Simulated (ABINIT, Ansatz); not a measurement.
# Quasiparticle gap of NaAsF6 (R-3) in ABINIT, part 3 of 3

Aim: the G0W0 gap of NaAsF6 (R-3) on PBEsol, step by step.

ABINIT 10.8.3; PBEsol and many-body steps on it, plane waves. Known limits of the many-body steps: not at the basis limit; no spin-orbit coupling; coarse k mesh.

So far. Step 4 (Empty states on the mesh, 2×2×2 mesh, 229 bands): On this mesh the gap is 5.618 eV. Step 5 (Screening, 2×2×2 mesh, 209 bands, screening to 176.9 eV): Local fields lower ε∞ by 11 %. On a Γ-centred mesh this coarse the value itself is usually too large, while a short band sum pulls it down.

### 6. Self-energy, 2×2×2 mesh, 209 bands, screening to 176.9 eV

The self-energy is evaluated for the states that the input lists, and the levels follow from it, in one-shot runs by the linearised quasiparticle equation.

This step: G0W0 on PBEsol, plane waves, norm-conserving pseudopotentials.

run.abi

```
acell 3*1.0 Angstrom
rprim 
  2.548317025914 1.471271520892 4.707294566700
  -2.548317025914 1.471271520892 4.707294566700
  0.000000000000 -2.942543041784 4.707294566700
ntypat 3
znucl 11 33 9
natom 8
typat 1 2 3 3 3 3 3 3
xred 
  0.500000000000 0.500000000000 0.500000000000
  -0.000000000000 0.000000000000 0.000000000000
  0.348130510000 0.076071740000 0.790012280000
  0.790012280000 0.348130510000 0.076071740000
  0.076071740000 0.790012280000 0.348130510000
  0.651869490000 0.923928260000 0.209987720000
  0.209987720000 0.651869490000 0.923928260000
  0.923928260000 0.209987720000 0.651869490000
pp_dirpath "pseudos"
pseudos "Na.upf, As.upf, F.upf"
ecut 44
ngkpt 2 2 2
nshiftk 1
shiftk 0 0 0
kptopt 1
chksymbreak 0
istwfk *1
occopt 1
irdwfk 1
optdriver 4
nband 209
gwcalctyp 0
ecutsigx 44
symsigma 1
nkptgw 2
kptgw 
  0.5000000000 0.5000000000 0.0000000000
  0.0000000000 0.0000000000 0.0000000000
bdgw 
  36 39
  36 39
ecuteps 6.5
irdscr 1
ppmodel 1
indata_prefix "in"
outdata_prefix "out"
tmpdata_prefix "tmp"
```

The run is started by

```
OMP_NUM_THREADS=1 mpirun -n 4 abinit run.abi > log
```

Numbers of over 12 decimals in the logs are rounded to 6 here.

Log:

```text
.Version 10.8.3 of ABINIT. v10.8.2 released Aug 2026.

 Symmetries : space group R-3 (#148); Bravais hR (rhombohedral)
[... echo of the input left out ...]
== DATASET  1 ==================================================================
-   mpi_nproc: 4, omp_nthreads: 1 (-1 if OMP is not activated)

--- !DatasetInfo
iteration_state: {dtset: 1, }
dimensions: {natom: 8, nkpt: 4, mband: 209, nsppol: 1, nspinor: 1, nspden: 1, mpw: 9990, }
cutoff_energies: {ecut:  44.0, pawecutdg:  -1.0, }
electrons: {nelect:   7.40000000E+01, charge:   0.00000000E+00, occopt:   1.00000000E+00, tsmear:   1.00000000E-02, }

 SIGMA: Calculation of the GW corrections

 Based on a program developped by R.W. Godby, V. Olevano, G. Onida, and L. Reining.
 Incorporated in ABINIT by V. Olevano, G.-M. Rignanese, and M. Torrent.
.Using double precision arithmetic ; gwpc =  8

[... cell and pseudopotentials left out ...]
--------------------------------------------------------------------------------

 ==== K-mesh for the wavefunctions ====
 Number of points in the irreducible wedge :     4
[... list of points left out ...]
 Together with  6 symmetry operations and time-reversal symmetry
 yields     8 points in the full Brillouin Zone.

 ==== Q-mesh for screening function ====
 Number of points in the irreducible wedge :     4
[... list of points left out ...]
 Together with  6 symmetry operations and time-reversal symmetry
 yields     8 points in the full Brillouin Zone.

 vcoul_init : cutoff-mode = AUXILIARY_FUNCTION
 q-points for optical limit:   1
     1)      0.000010    0.000020    0.000030
 setmesh: FFT mesh size selected  =    64x   64x   64
          total number of points  =       262144

 Number of electrons calculated from density =   74.0000; Expected =   74.0000
 average of density, n =  0.103554
 r_s =    1.3210
 omega_plasma =   31.0412 [eV]

 === KS Band Gaps ===
  >>>> For spin  1
   Minimum direct gap =   5.6949 [eV], located at k-point      :   0.0000  0.0000  0.0000
   Fundamental gap    =   5.6173 [eV], Top of valence bands at :   0.5000  0.5000  0.0000
                                       Bottom of conduction at :   0.0000  0.0000  0.0000
 SIGMA fundamental parameters:
 PLASMON POLE MODEL  1
 number of plane-waves for SigmaX                 9975
 number of plane-waves for SigmaC and W            563
 number of plane-waves for wavefunctions          9975
 number of bands                                   209
 number of independent spin polarizations            1
 number of spinorial components                      1
 number of k-points in IBZ                           4
 number of q-points in IBZ                           4
 number of symmetry operations                       6
 number of k-points in BZ                            8
 number of q-points in BZ                            8
 number of frequencies for dSigma/dE                 9
 frequency step for dSigma/dE [eV]                0.25
 number of omega for Sigma on real axis              0
 max omega for Sigma on real axis  [eV]           0.00
 zcut for avoiding poles [eV]                     0.10

 EPSILON^-1 parameters (SCR file):
 dimension of the eps^-1 matrix on file            563
 dimension of the eps^-1 matrix used               563
 number of plane-waves for wavefunctions          9975
 number of bands                                   209
 number of q-points in IBZ                           4
 number of frequencies                               2
 number of real frequencies                          1
 number of imag frequencies                          1

 matrix elements of self-energy operator (all in [eV])

 Perturbative Calculation

--- !SelfEnergy_ee
iteration_state: {dtset: 1, }
kpoint     : [   0.500,    0.500,    0.000, ]
spin       : 1
KS_gap     :    6.517
QP_gap     :   11.943
Delta_QP_KS:    5.426
data: !SigmaeeData |
     Band     E0 <VxcDFT>   SigX SigC(E0)      Z dSigC/dE  Sig(E)    E-E0       E
       36  -2.343 -22.815 -30.381   4.977   0.828  -0.207 -24.960  -2.145  -4.488
       37  -2.248 -22.989 -30.547   4.997   0.828  -0.207 -25.110  -2.121  -4.369
       38   4.269 -22.054 -16.478  -1.741   0.862  -0.161 -18.749   3.305   7.574
       39   8.846 -13.502  -8.308  -2.509   0.889  -0.124 -11.113   2.389  11.234

--- !SelfEnergy_ee
iteration_state: {dtset: 1, }
kpoint     : [   0.000,    0.000,    0.000, ]
spin       : 1
KS_gap     :    5.695
QP_gap     :   10.559
Delta_QP_KS:    4.865
data: !SigmaeeData |
     Band     E0 <VxcDFT>   SigX SigC(E0)      Z dSigC/dE  Sig(E)    E-E0       E
       36  -2.326 -22.885 -30.466   4.998   0.828  -0.208 -25.024  -2.140  -4.466
       37  -2.326 -22.885 -30.466   4.998   0.828  -0.208 -25.024  -2.140  -4.466
       38   3.369 -18.476 -13.487  -1.877   0.876  -0.142 -15.751   2.725   6.094
       39   8.269 -12.569  -7.560  -2.466   0.892  -0.121 -10.300   2.269  10.538

== END DATASET(S) ==============================================================
================================================================================

 -outvars: echo values of variables after computation  --------
           etotal      0.0000000000E+00
            nband         209
             nkpt           4
          spgroup         148
 [... the other variables as echoed above ...]

 Calculation completed.
```

Run time: 44 s. Hardware: 4 MPI ranks of Arm Neoverse V1, shared host; peak memory 2 GiB.

Numbers from this step:

| Property | Result |
| --- | --- |
| G0W0 gap on the points computed | 10.46 eV |
| starting gap on the mesh | 5.618 eV |
| k of the valence top | 0.5, 0.5, 0 |
| k of the conduction bottom | 0, 0, 0 |
| Z at the valence top | 0.828 |
| Z at the conduction bottom | 0.876 |
| least direct G0W0 gap on the computed points | 10.56 eV |

The gap on the mesh goes from 5.62 eV to 10.46 eV, a correction of +4.85 eV.

Limits: finite bands, cutoff and mesh; no spin-orbit coupling; coarse k mesh. v1 is the top filled band, c1 the lowest empty one. Levels before and after the correction, in eV, zero at the valence-band top of each column:

```
           conduction bottom  valence top
Kohn-Sham               5.62         0.00
     G0W0              10.46         0.00
```

```csv
,level,energy (eV)
Kohn-Sham,(0.5 0.5 0) v2,-0.094
Kohn-Sham,(0.5 0.5 0) v1,0.000
Kohn-Sham,(0.5 0.5 0) c1,6.517
Kohn-Sham,(0.5 0.5 0) c2,11.094
Kohn-Sham,Γ v2-v1,-0.078
Kohn-Sham,Γ c1,5.618
Kohn-Sham,Γ c2,10.518
G0W0,(0.5 0.5 0) v2,-0.119
G0W0,(0.5 0.5 0) v1,0.000
G0W0,(0.5 0.5 0) c1,11.943
G0W0,(0.5 0.5 0) c2,15.603
G0W0,Γ v2-v1,-0.097
G0W0,Γ c1,10.463
G0W0,Γ c2,14.907
```

### 7. Where the time went

Times are wall times on 4 MPI ranks of Arm Neoverse V1, shared host, good to a factor of about two.

| step | time | share | memory (GiB) |
| --- | --- | --- | --- |
| ground state | 4.2 min | 42 % | 0.82 |
| bands along the symmetry lines | 79 s | 13 % | 0.59 |
| empty states on the mesh | 95 s | 16 % | 0.52 |
| screening | 2.1 min | 21 % | 2.7 |
| self-energy | 44 s | 7 % | 2.0 |

### 8. Outcome

```yaml
pbesol_gap: 5.62 eV, indirect
g0w0_gap_on_the_mesh: 10.46 eV
gw_settings: 2×2×2 mesh, 209 bands, screening to 176.9 eV, Godby-Needs plasmon pole
known_limits: not at the basis limit; no spin-orbit coupling; coarse k mesh
```

What this shows: G0W0 moves the gap on the mesh from 5.62 eV to 10.46 eV (+4.85 eV), with Z of 0.83 and 0.88 at the edges. Local fields lower the RPA ε∞ on this mesh from 2.10 to 1.87; a Γ-centred mesh this coarse tends to raise both, most where the direct gap is narrow, while a short band sum lowers them. Only 2 of the mesh's irreducible points were corrected, so a valley elsewhere could overtake. The dearest step here is «ground state». Bands and cutoff are finite, so the gap is not at the basis limit. The miss can reach some tenths of an eV and take either sign; the mesh is an error of its own. In the G0W0 run levels were corrected at 2 k points alone, so a gap called «on the mesh» is the least over those, and an edge elsewhere would be missed. The 2×2×2 mesh is coarse for this cell, which bears on the long-range parts of exchange and screening. The many-body steps are scalar-relativistic: spin-orbit coupling is not in them.

[Paths, hosts, dates, memory and timing lines, banners, echoed tables and standing remarks are left out of the program output.]

[Logs are printed without paths, hosts, clocks, repeated set-up lines and the standing remarks that a program may print on its own settings, such as how far it seeks lower states.]

[Runs of the session that timed out or met a known fault of the program may be left out.]

[Hosts, paths, dates, database ids (printed as entryN), source tags and the programs' standing remarks are cut or masked in the printed files.]

[G0W0 gaps are taken among the corrected bands and points alone; a level outside them can change the order at an edge.]

[Where Ansatz stands beside ABINIT at settings called matched, ABINIT's density can come from a denser mesh and the files from another edition; pairs whose starting gaps differed by over 0.03 eV were left out, so agreement reads better than it is.]
